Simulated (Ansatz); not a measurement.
# Li on Ni(100): change of the work function, part 3 of 4

How does Li on the hollow site change the work function of Ni(100) as the layer fills?

Ansatz 0.2.0; plane-wave DFT, PBE, Ansatz PAW.

So far, work function, upper face (eV): step 2 (the clean slab) 4.88; step 3 (37 atoms, coverage 0.111 ML, cell 3x3) 3.49.

### 4. Adsorbate added, k-mesh 6×6×1, coverage 0.25 ML

System of this step: Li/Ni(100). The cell holds 17 atoms: 16 Ni and 1 Li. Its edges and angles: a = 4.978 Å, b = 4.978 Å, c = 25.143 Å, α = 90.0°, β = 90.0°, γ = 90.0°. Vacuum lies along c.

Another coverage, to see how the dipoles act on each other as their distance changes.

Contents of input.yaml:

```yaml
crystal:
  lattice:
    - [4.9780317396, 0.0, 0.0]
    - [0.0, 4.9780317396, 0.0]
    - [0.0, 0.0, 25.1433792852]
  atoms:
    - { symbol: Ni, position: [0.25, 0.25, 0.357947112], spin: 0.76 }
    - { symbol: Ni, position: [0.0, 0.0, 0.4279456583], spin: 0.69 }
    - { symbol: Ni, position: [0.25, 0.25, 0.4988251111], spin: 0.7 }
    - { symbol: Ni, position: [0.0, 0.0, 0.5661777379], spin: 0.76 }
    - { symbol: Ni, position: [0.25, 0.75, 0.357947112], spin: 0.76 }
    - { symbol: Ni, position: [0.0, 0.5, 0.4279456583], spin: 0.69 }
    - { symbol: Ni, position: [0.25, 0.75, 0.4988251111], spin: 0.7 }
    - { symbol: Ni, position: [0.0, 0.5, 0.5661777379], spin: 0.76 }
    - { symbol: Ni, position: [0.75, 0.25, 0.357947112], spin: 0.76 }
    - { symbol: Ni, position: [0.5, 0.0, 0.4279456583], spin: 0.69 }
    - { symbol: Ni, position: [0.75, 0.25, 0.4988251111], spin: 0.7 }
    - { symbol: Ni, position: [0.5, 0.0, 0.5661777379], spin: 0.76 }
    - { symbol: Ni, position: [0.75, 0.75, 0.357947112], spin: 0.76 }
    - { symbol: Ni, position: [0.5, 0.5, 0.4279456583], spin: 0.69 }
    - { symbol: Ni, position: [0.75, 0.75, 0.4988251111], spin: 0.7 }
    - { symbol: Ni, position: [0.5, 0.5, 0.5661777379], spin: 0.76 }
    - { symbol: Li, position: [0.25, 0.25, 0.642052888] }
magnetization:
  spin_polarized: true
kpoints:
  mp_grid: { grid: [6, 6, 1] }
hamiltonian:
  xc: pbe
scf:
  occupations: { method: fermi_dirac, width: 0.1 }
  convergence: { dr2_threshold: 1.0e-08 }
efield:
  axis: 3
  dipole_correction: true
  ramp_position: 0.97
  ramp_width: 0.06
relax:
  f_tol: 0.02
  max_steps: 60
  constraints: [{ sites: [0, 1, 4, 5, 8, 9, 12, 13] }]
output:
  dos: { projected: true, e_range: [-8, 4] }
  write_potential: true
  write_density: true
  volumetric_format: npy
  elf: true
```

Command:

```bash
> ansatz run input.yaml --threads 4 --pin off --max-ram 16384MiB --backend cpu --events-out ev --progress --plain --runs-dir out
```

Numbers of over 12 decimals in the logs are rounded to 6 here.

What it wrote:

```text
[...]
Crystal: 17 atoms, lattice volume = 623.073 Å³
Basis set: ecut = 420 eV, 12217 PW (Γ), exchange–correlation on 72×72×360 points (8 copies of the dense FFT grid, shifted against one another)
Bands: 182, of which v1, the nominal top of the filled ones, is band 146 counted from 1 (145 counted from 0)
Symmetry: 8 space group operations
k-points: 10 of 36
[...]
Starting moments: Σ|m| = 11.64 μB on 16 of 17 sites
[...]
SCF iter   1: F=—  HF=-93619.030525 eV  |F-HF|=—  |Δ(HF+E_count)|=         —  Δρ=2.22e-2 (↑1.26e-2 ↓2.22e-2)  dr2=1.62e1  dr2_m=8.49e-1  M=12.095 μB ∫|m|=12.680 μB  β_m=1.00  ethr=3.10e-3  p=-0.000 e·Å  D=-1.82e-6 V/Å  ΔV_dip=0.00 eV  dr2_dipole=7.43e-3  V_vac-E_F(+/−)=7.17/7.17 eV  ⟨swp⟩=11.4  Hψ=19552  notcnv=0  defer=156
[...]
SCF iter  17: F=-93634.572610 eV  HF=-93634.572610 eV  |F-HF|=4.02e-9  |Δ(HF+E_count)|=   6.56e-9  Δρ=9.17e-7 (↑2.84e-7 ↓9.17e-7)  dr2=6.55e-9  dr2_m=7.32e-10  M=10.436 μB ∫|m|=12.049 μB  ethr=1.31e-12  p=0.344 e·Å  D=9.99e-2 V/Å  ΔV_dip=-2.51 eV  dr2_dipole=2.01e-10  V_vac-E_F(+/−)=2.39/4.90 eV  ⟨swp⟩=15.4  Hψ=31126  notcnv=0
SCF 1 converged in 17 iterations: F = -93634.572610 eV  dr2 = 6.55e-9
[...]
relax step   1: F+E_penalty+E_count = -93634.57260971 eV  Δ(F+E_penalty+E_count) = +0.000e0 eV  max|allowed force component| = 1.500e-1 eV/Å  Δτ_max = 0.0000 Å  (17 SCF iters, accepted)
[...]
SCF iter  12: F=-93634.577608 eV  HF=-93634.577608 eV  |F-HF|=3.62e-9  |Δ(HF+E_count)|=   4.92e-9  Δρ=5.78e-7 (↑9.07e-8 ↓5.78e-7)  dr2=3.65e-9  dr2_m=3.78e-10  M=10.422 μB ∫|m|=12.037 μB  ethr=2.66e-12  p=0.332 e·Å  D=9.65e-2 V/Å  ΔV_dip=-2.43 eV  dr2_dipole=2.86e-10  V_vac-E_F(+/−)=2.48/4.90 eV  ⟨swp⟩=10.9  Hψ=22933  notcnv=0
SCF 2 converged in 12 iterations: F = -93634.577608 eV  dr2 = 3.65e-9
relax step   2: F+E_penalty+E_count = -93634.57760831 eV  Δ(F+E_penalty+E_count) = -4.999e-3 eV  max|allowed force component| = 1.208e-1 eV/Å  Δτ_max = 0.0425 Å  (12 SCF iters, accepted)
SCF iter   1: F=—  HF=-93634.579509 eV  |F-HF|=—  |Δ(HF+E_count)|=         —  Δρ=3.33e-4 (↑2.02e-4 ↓3.33e-4)  dr2=2.85e-3  dr2_m=1.25e-4  M=10.421 μB ∫|m|=12.036 μB  β_m=1.00  ethr=4.53e-6  p=0.332 e·Å  D=9.65e-2 V/Å  ΔV_dip=-2.43 eV  dr2_dipole=6.48e-4  V_vac-E_F(+/−)=2.48/4.91 eV  ⟨swp⟩=2.5  Hψ=6558  notcnv=0  defer=341
[...]
SCF iter  12: F=-93634.579240 eV  HF=-93634.579240 eV  |F-HF|=7.84e-9  |Δ(HF+E_count)|=  3.93e-10  Δρ=7.66e-7 (↑1.81e-7 ↓7.66e-7)  dr2=8.27e-9  dr2_m=7.11e-10  M=10.424 μB ∫|m|=12.039 μB  ethr=1.00e-12  p=0.330 e·Å  D=9.58e-2 V/Å  ΔV_dip=-2.41 eV  dr2_dipole=1.35e-9  V_vac-E_F(+/−)=2.49/4.90 eV  ⟨swp⟩=10.1  Hψ=24425  notcnv=0
SCF 3 converged in 12 iterations: F = -93634.579240 eV  dr2 = 8.27e-9
relax step   3: F+E_penalty+E_count = -93634.57923954 eV  Δ(F+E_penalty+E_count) = -1.631e-3 eV  max|allowed force component| = 4.553e-2 eV/Å  Δτ_max = 0.0079 Å  (12 SCF iters, accepted)
SCF iter   1: F=—  HF=-93634.579570 eV  |F-HF|=—  |Δ(HF+E_count)|=         —  Δρ=1.83e-4 (↑1.34e-4 ↓1.83e-4)  dr2=3.64e-4  dr2_m=4.39e-5  M=10.424 μB ∫|m|=12.039 μB  β_m=1.00  ethr=3.52e-6  p=0.330 e·Å  D=9.58e-2 V/Å  ΔV_dip=-2.41 eV  dr2_dipole=4.15e-9  V_vac-E_F(+/−)=2.49/4.90 eV  ⟨swp⟩=2.1  Hψ=6346  notcnv=0  defer=302
[...]
SCF iter  11: F=-93634.579545 eV  HF=-93634.579545 eV  |F-HF|=6.97e-9  |Δ(HF+E_count)|=   4.38e-9  Δρ=5.86e-7 (↑1.18e-7 ↓5.86e-7)  dr2=7.34e-9  dr2_m=3.81e-10  M=10.424 μB ∫|m|=12.039 μB  ethr=1.00e-12  p=0.330 e·Å  D=9.57e-2 V/Å  ΔV_dip=-2.41 eV  dr2_dipole=1.51e-9  V_vac-E_F(+/−)=2.50/4.90 eV  ⟨swp⟩=9.3  Hψ=22043  notcnv=0
SCF 4 converged in 11 iterations: F = -93634.579545 eV  dr2 = 7.34e-9
relax step   4: F+E_penalty+E_count = -93634.57954495 eV  Δ(F+E_penalty+E_count) = -3.054e-4 eV  max|allowed force component| = 8.167e-4 eV/Å  Δτ_max = 0.0069 Å  (11 SCF iters, accepted)
[...]
SCF converged after 11 iterations
Magnetization: 10.4243 μB (150.7121 up, 140.2879 down)
Absolute magnetization: 12.0507 μB (∫|ρ↑−ρ↓|, with the PAW one-centre terms)
[...]
Per-site moments (μB) at R_I (Å): [(0.764296, 1.026719), (0.691634, 1.026719), (0.691546, 1.010835), (0.658053, 1.009590), (0.765100, 1.026719), (0.691634, 1.026719), (0.669293, 1.009590), (0.658053, 1.009590), (0.765100, 1.026719), (0.691634, 1.026719), (0.669293, 1.009590), (0.658053, 1.009590), (0.760485, 1.026719), (0.691634, 1.026719), (0.659160, 1.012930), (0.658053, 1.009590), (-0.021730, 1.056607)]
Free energy (F): -93634.579545 eV
[...]
Internal energy: -93633.642600 eV  (E = F + TS)
E sigma→0 (E₀):  -93634.111073 eV
Entropy (-TS):   -0.936945 eV (-55.114 meV/atom)
Fermi energy:    2.577802 eV
Dipole field:    D = 0.095769 V/Å  (p = 0.329762 e·Å, saw-weighted, corrected)
Work function:   Φ+ = 2.4958 eV   Φ− = 4.9037 eV
[...]
--- Forces (eV/Å), atoms counted from 1 ---
  atom   1  Ni    -0.00000000     0.00000000     0.32947299
  atom   2  Ni     0.02178086     0.02178086    -0.32683712
  atom   3  Ni     0.00000000     0.00000000     0.00037133
  atom   4  Ni    -0.00063240    -0.00063240     0.00047035
  atom   5  Ni    -0.00000000     0.00000000     0.32246842
  atom   6  Ni     0.02178086    -0.02178086    -0.32683712
  atom   7  Ni     0.00000000     0.00000000     0.00008918
  atom   8  Ni    -0.00063240     0.00063240     0.00047035
  atom   9  Ni    -0.00000000     0.00000000     0.32246842
  atom  10  Ni    -0.02178086     0.02178086    -0.32683712
  atom  11  Ni    -0.00000000     0.00000000     0.00008918
  atom  12  Ni     0.00063240    -0.00063240     0.00047035
  atom  13  Ni    -0.00000000     0.00000000     0.32946870
  atom  14  Ni    -0.02178086    -0.02178086    -0.32683712
  atom  15  Ni    -0.00000000     0.00000000     0.00081669
  atom  16  Ni     0.00063240     0.00063240     0.00047035
  atom  17  Li     0.00000000     0.00000000     0.00015960
  max |Σ_I F_I| component: 6.25e-5 eV/Å
--- Band table (eV; the first three rows and the last of 20) ---
  k-point 0 ↑: bands = [... 142 lower, 2.0373, 2.0378, 2.1187, 2.1415, 2.2465, 2.3817, 2.4142, 2.9921, ... 32 higher]
  k-point 1 ↑: bands = [... 142 lower, 1.9962, 2.0047, 2.0237, 2.0410, 2.0675, 2.2416, 2.2748, 2.4219, ... 32 higher]
  k-point 2 ↑: bands = [... 142 lower, 1.9141, 1.9692, 1.9725, 1.9733, 2.0173, 2.0584, 2.0664, 2.0909, ... 32 higher]
  k-point 9 ↓: bands = [... 142 lower, 2.3899, 2.4030, 2.4064, 2.8437, 2.8437, 2.8529, 2.8616, 2.9340, ... 32 higher]
--- Relaxed structure (4 steps of the walk, 4 accepted, 0 SCFs on fresh bases) ---
  F+E_penalty+E_count = -93634.57954495 eV   max|allowed force component| = 8.167e-4 eV/Å
  atoms:
    - { symbol: Ni, position: [0.250000, 0.250000, 0.357947] }
    - { symbol: Ni, position: [0.0, 0.0, 0.427946] }
    - { symbol: Ni, position: [0.250000, 0.250000, 0.499155] }
    - { symbol: Ni, position: [-0.00133149, -0.00133149, 0.566583] }
    - { symbol: Ni, position: [0.250000, 0.75, 0.357947] }
    - { symbol: Ni, position: [0.0, 0.500000, 0.427946] }
    - { symbol: Ni, position: [0.250000, 0.75, 0.498941] }
    - { symbol: Ni, position: [-0.00133149, 0.501331, 0.566583] }
    - { symbol: Ni, position: [0.75, 0.250000, 0.357947] }
    - { symbol: Ni, position: [0.500000, 0.0, 0.427946] }
    - { symbol: Ni, position: [0.75, 0.250000, 0.498941] }
    - { symbol: Ni, position: [0.501331, -0.00133149, 0.566583] }
    - { symbol: Ni, position: [0.75, 0.75, 0.357947] }
    - { symbol: Ni, position: [0.500000, 0.500000, 0.427946] }
    - { symbol: Ni, position: [0.75, 0.75, 0.498097] }
    - { symbol: Ni, position: [0.501331, 0.501331, 0.566583] }
    - { symbol: Li, position: [0.250000, 0.250000, 0.640247] }
```

Run time: 8.2 min. Hardware: 4 threads of Arm Neoverse V1, shared host; peak memory 3.7 GiB; 32 min of CPU time.

The steps of the relaxation:

```csv
step,energy less that of the first step (eV),largest force component (eV/Å)
1,0.0000,0.1500
2,-0.0050,0.1208
3,-0.0066,0.0455
4,-0.0069,0.0008
```

Forces are held to the 8 operations that the run works with; a distortion that breaks them can't arise in this run.

The atoms that moved most (Å):

```csv
atom,dx,dy,dz,length
Li17,0.000,0.000,-0.045,0.045
Ni15,0.000,0.000,-0.018,0.018
Ni4,-0.007,-0.007,0.010,0.014
Ni12,0.007,-0.007,0.010,0.014
Ni8,-0.007,0.007,0.010,0.014
Ni16,0.007,0.007,0.010,0.014
Ni3,0.000,0.000,0.008,0.008
```

Final coordinates:

```cif
data_structure
_symmetry_space_group_name_H-M 'P 1'
_symmetry_Int_Tables_number 1
_cell_length_a 4.9780
_cell_length_b 4.9780
_cell_length_c 25.1434
_cell_angle_alpha 90.000
_cell_angle_beta 90.000
_cell_angle_gamma 90.000
_cell_volume 623.07
loop_
_atom_site_label
_atom_site_type_symbol
_atom_site_fract_x
_atom_site_fract_y
_atom_site_fract_z
_atom_site_occupancy
Ni1 Ni 0.25000 0.25000 0.35795 1
Ni2 Ni 0.00000 0.00000 0.42795 1
Ni3 Ni 0.25000 0.25000 0.49915 1
Ni4 Ni 0.99867 0.99867 0.56658 1
Ni5 Ni 0.25000 0.75000 0.35795 1
Ni6 Ni 0.00000 0.50000 0.42795 1
Ni7 Ni 0.25000 0.75000 0.49894 1
Ni8 Ni 0.99867 0.50133 0.56658 1
Ni9 Ni 0.75000 0.25000 0.35795 1
Ni10 Ni 0.50000 0.00000 0.42795 1
Ni11 Ni 0.75000 0.25000 0.49894 1
Ni12 Ni 0.50133 0.99867 0.56658 1
Ni13 Ni 0.75000 0.75000 0.35795 1
Ni14 Ni 0.50000 0.50000 0.42795 1
Ni15 Ni 0.75000 0.75000 0.49810 1
Ni16 Ni 0.50133 0.50133 0.56658 1
Li17 Li 0.25000 0.25000 0.64025 1
```

Numbers from this step:

- energy at zero smearing: -93634.1111 eV
- total moment: 10.42 μB
- work function, upper face: 2.496 eV
- work function, lower face: 4.904 eV
- dipole along the normal: 0.3298 e·Å
- step between the vacuum levels: -2.408 eV

The density of states has structure finer than the step of the table below, so its rows give means over 0.25 eV, whole bins alone (the curve runs from -8 to 1.98 eV). Peaks (eV: height): total -2.200: 55.9, -1.650: 57.0, -1.530: 62.8, -1.410: 55.9, -1.200: 58.0, -0.930: 72.9, -0.600: 75.4; up -3.190: 28.3, -2.200: 41.1, -1.980: 28.1, -1.650: 36.9, -1.200: 32.1, -0.840: 45.0, -0.600: 51.8; down -1.530: 39.4, -1.410: 30.4, -0.930: 50.5, -0.660: 31.0, -0.450: 30.4, -0.120: 33.4, 0.270: 32.6.

The density of states by energy, zero at the Fermi level; means over each step; values in states/eV a cell:

```csv
energy (eV),total,up,down
-7.75,1.09,0.548,0.539
-7.50,1.02,0.514,0.510
-7.25,1.08,0.545,0.539
-7.00,1.17,0.586,0.581
-6.75,1.81,0.888,0.924
-6.50,2.46,1.25,1.21
-6.25,2.81,1.43,1.39
-6.00,1.82,0.950,0.866
-5.75,2.68,1.41,1.27
-5.50,3.03,1.62,1.41
-5.25,3.69,1.95,1.74
-5.00,4.07,2.46,1.61
-4.75,6.12,3.44,2.67
-4.50,8.22,5.64,2.58
-4.25,12.7,8.01,4.71
-4.00,17.0,11.1,5.94
-3.75,23.5,16.6,6.95
-3.50,20.5,12.8,7.75
-3.25,30.0,13.9,16.1
-3.00,25.6,14.9,10.7
-2.75,25.3,15.2,10.0
-2.50,32.2,17.7,14.5
-2.25,42.3,28.4,14.0
-2.00,35.3,19.5,15.8
-1.75,42.6,23.7,18.9
-1.50,47.1,22.5,24.6
-1.25,47.6,27.2,20.4
-1.00,54.5,27.2,27.3
-0.75,54.9,32.3,22.6
-0.50,44.7,20.4,24.4
-0.25,29.0,4.72,24.3
0.00,28.2,3.54,24.7
0.25,25.4,2.40,23.0
0.50,10.1,2.38,7.72
0.75,5.87,2.50,3.37
1.00,7.26,4.32,2.95
1.25,6.42,2.89,3.53
1.50,6.42,2.25,4.18
1.75,5.85,3.06,2.80
```

Projected DOS per atom over height of the atomic layer and energy from the Fermi level. Layers: Ni4 Ni4 Ni4 Ni4 Li from below.

Values in states/eV, 22 rows by 5 columns, each cell a mean:
```
0.22 0.28 0.24 0.23 0.64
0.27 0.30 0.30 0.28 0.40
0.33 0.29 0.34 0.31 0.26
0.99 0.98 0.96 0.92 0.17
2.22 1.60 1.53 1.85 0.15
2.88 2.42 2.43 3.02 0.15
4.08 2.76 2.49 3.66 0.17
3.22 2.47 2.62 3.26 0.21
2.60 1.89 1.92 2.86 0.22
2.31 2.53 2.43 2.30 0.06
1.48 1.72 1.63 1.35 0.01
1.20 1.98 2.04 1.33 0.01
0.90 1.81 1.84 1.00 0.02
0.54 1.10 1.25 0.64 0.05
0.30 0.54 0.63 0.36 0.04
0.18 0.31 0.32 0.20 0.01
0.12 0.25 0.25 0.14 0.01
0.10 0.16 0.16 0.12 0.01
0.14 0.18 0.17 0.15 0.02
0.05 0.13 0.13 0.06 0.01
0.02 0.10 0.11 0.03 0.00
0.02 0.10 0.11 0.03 0.00
```
Columns: height of the atomic layer (Å) from 9 to 16.1; rows upwards: energy from the Fermi level (eV) from -7.96 to 1.95.

Projected DOS per atom, spin up over height of the atomic layer and energy from the Fermi level. Layers: Ni4 Ni4 Ni4 Ni4 Li from below.

Values in states/eV, 22 rows by 5 columns, each cell a mean:
```
0.10 0.12 0.11 0.11 0.36
0.10 0.14 0.12 0.11 0.18
0.15 0.13 0.17 0.14 0.15
0.13 0.11 0.11 0.13 0.09
0.20 0.19 0.20 0.23 0.09
1.12 1.17 1.22 1.24 0.06
2.30 1.62 1.43 2.09 0.07
1.76 1.29 1.30 1.67 0.10
1.74 0.84 0.86 1.76 0.09
1.43 1.53 1.56 1.44 0.05
0.99 1.06 0.95 0.81 0.01
0.66 0.84 0.85 0.74 0.00
0.63 1.26 1.26 0.63 0.01
0.34 0.72 0.80 0.41 0.02
0.18 0.36 0.42 0.21 0.02
0.10 0.18 0.19 0.12 0.01
0.07 0.13 0.13 0.08 0.01
0.05 0.09 0.08 0.06 0.01
0.07 0.09 0.09 0.08 0.01
0.02 0.06 0.07 0.03 0.00
0.01 0.05 0.05 0.02 0.00
0.01 0.05 0.05 0.02 0.00
```
Columns: height of the atomic layer (Å) from 9 to 16.1; rows upwards: energy from the Fermi level (eV) from -7.96 to 1.95.

Projected DOS per atom, spin down over height of the atomic layer and energy from the Fermi level. Layers: Ni4 Ni4 Ni4 Ni4 Li from below.

Values in states/eV, 22 rows by 5 columns, each cell a mean:
```
0.11 0.15 0.13 0.12 0.28
0.17 0.16 0.18 0.17 0.22
0.18 0.16 0.17 0.17 0.11
0.87 0.87 0.85 0.79 0.08
2.02 1.41 1.33 1.62 0.07
1.76 1.25 1.21 1.78 0.09
1.77 1.14 1.06 1.57 0.11
1.46 1.18 1.32 1.59 0.11
0.87 1.06 1.06 1.11 0.13
0.88 1.00 0.87 0.86 0.01
0.49 0.66 0.68 0.54 0.00
0.53 1.13 1.18 0.59 0.01
0.28 0.55 0.58 0.37 0.02
0.20 0.38 0.45 0.23 0.02
0.12 0.18 0.21 0.15 0.02
0.08 0.13 0.13 0.09 0.01
0.06 0.12 0.12 0.07 0.01
0.05 0.08 0.07 0.06 0.01
0.07 0.09 0.08 0.07 0.01
0.03 0.06 0.06 0.03 0.00
0.01 0.05 0.05 0.02 0.00
0.01 0.05 0.05 0.02 0.00
```
Columns: height of the atomic layer (Å) from 9 to 16.1; rows upwards: energy from the Fermi level (eV) from -7.96 to 1.95.

Site moment by atom:

```csv
atom,site moment (μB)
Ni1,0.764
Ni2,0.692
Ni3,0.692
Ni4,0.658
Ni5,0.765
Ni6,0.692
Ni7,0.669
Ni8,0.658
Ni9,0.765
Ni10,0.692
Ni11,0.669
Ni12,0.658
Ni13,0.760
Ni14,0.692
Ni15,0.659
Ni16,0.658
Li17,-0.022
```

Spin density in the ca plane at fractional y = 0.250, with atoms of Ni and Li within 0.2 Å of it.

Values in e/Å³, 7 rows by 16 columns, each cell a mean:
```
0.0 0.0 0.1 0.0 0.0 0.1 0.0 0.0 0.0 0.0 0.0 0.0 0.0 0.0 0.0 0.0
0.0 0.4 0.8 0.0 0.0 1.0 0.1 0.0 0.0 0.0 0.0 0.0 0.0 0.0 0.0 0.0
0.0 0.1 0.1 0.0 0.0 0.2 0.0 0.0 0.0 0.0 0.0 0.0 0.0 0.0 0.0 0.0
0.0 0.0 0.0 0.0 0.0 0.0 0.0 0.0 0.0 0.0 0.0 0.0 0.0 0.0 0.0 0.0
0.0 0.2 0.4 0.0 0.0 0.5 0.0 0.0 0.0 0.0 0.0 0.0 0.0 0.0 0.0 0.0
0.0 0.3 0.6 0.0 0.0 0.8 0.0 0.0 0.0 0.0 0.0 0.0 0.0 0.0 0.0 0.0
0.0 0.0 0.0 0.0 0.0 0.0 0.0 0.0 0.0 0.0 0.0 0.0 0.0 0.0 0.0 0.0
```
Columns run along c (16.0 Å, from fractional 0.29 to 0.92 of the cell), rows up along a (5.0 Å). Atoms in or near the plane, at fractional coordinates: Ni at (0.36, 0.25), Ni at (0.50, 0.25), Ni at (0.36, 0.75), Ni at (0.50, 0.75), Li at (0.64, 0.25).

Valence density in the ca plane at fractional y = 0.250, with atoms of Ni and Li within 0.2 Å of it. It is the smooth field of the valence electrons, not physical close to the nuclei.

Ten steps, logarithmic in the rise over the least value, from '0' (0 e/Å³) to '9' (42 e/Å³), each cell a mean:
```
00001111111111111111100000000000000000000000
00013542100012454110000000000000000000000000
00026984100013897310000000000000000000000000
00026984100013797310000000000000000000000000
00013552100012454110000000000000000000000000
00001111111111111111100000000000000000000000
00001111111111111111100000000000000000000000
00002331111111232111000000000000000000000000
00015773100013686210000134100000000000000000
00027984100014897310000255200000000000000000
00015773100012676210000134100000000000000000
00002321111111232111000000000000000000000000
00000111111111111111100000000000000000000000
```
Columns run along c (16.0 Å, from fractional 0.29 to 0.92 of the cell), rows up along a (5.0 Å). Atoms in or near the plane, at fractional coordinates: Ni at (0.36, 0.25), Ni at (0.50, 0.25), Ni at (0.36, 0.75), Ni at (0.50, 0.75), Li at (0.64, 0.25).

Electrostatic potential energy in the ca plane at fractional y = 0.250, with atoms of Ni and Li within 0.2 Å of it. With pseudopotentials it is smooth inside the atoms' cores, unlike the true potential.

Ten even steps from '0' (-56 eV) to '9' (7 eV), each cell a mean:
```
99998889999999888999999999999999999999999999
99985237999997324899999999999999999999999999
99961004899994000699999999999999999999999999
99961004899994000699999999999999999999999999
99985237999997424899999999999999999999999999
99998789999999888999999999999999999999999999
99999899999999989999999999999999999999999999
99997568999998656899999988899999999999999999
99972015899996102699999755789999999999999999
99961003899994000599999743689999999999999999
99972015899996102699999755789999999999999999
99997568999998657899999988899999999999999999
99999999999999999999999999999999999999999999
```
Columns run along c (16.0 Å, from fractional 0.29 to 0.92 of the cell; values clipped at the 3rd and 97th percentile), rows up along a (5.0 Å). Atoms in or near the plane, at fractional coordinates: Ni at (0.36, 0.25), Ni at (0.50, 0.25), Ni at (0.36, 0.75), Ni at (0.50, 0.75), Li at (0.64, 0.25).

The relaxation took 4 steps and lowered the energy by 0.0069 eV; the largest force on the free atoms ends at 8.2e-4 eV/Å.

By hand: a sheet of dipoles makes a step −p/(ε₀A) in the electron's potential. With e/ε₀ = 180.95 V·Å, p = 0.3298 e·Å and A = 24.78 Å², that is −180.95 × (0.3298) / 24.78 = -2.408 eV, and the two vacuum levels of the run differ by -2.408 eV.

The covered face has 2.50 eV, -2.39 eV against the clean one; the bare back face has moved by +0.02 eV, a measure of how thin the slab is.

(Part 3 of 4 ends here.)

[Logs are printed without paths, hosts, clocks, repeated set-up lines and the standing remarks that a program may print on its own settings, such as how far it seeks lower states.]

[Hosts, paths, dates, database ids (printed as entryN), source tags and the programs' standing remarks are cut or masked in the printed files.]

[Maps of the electrostatic potential energy from Ansatz leave out the sawtooth potential of an applied field or a dipole correction, so their vacuum need not be flat; planar profiles and work functions include it.]
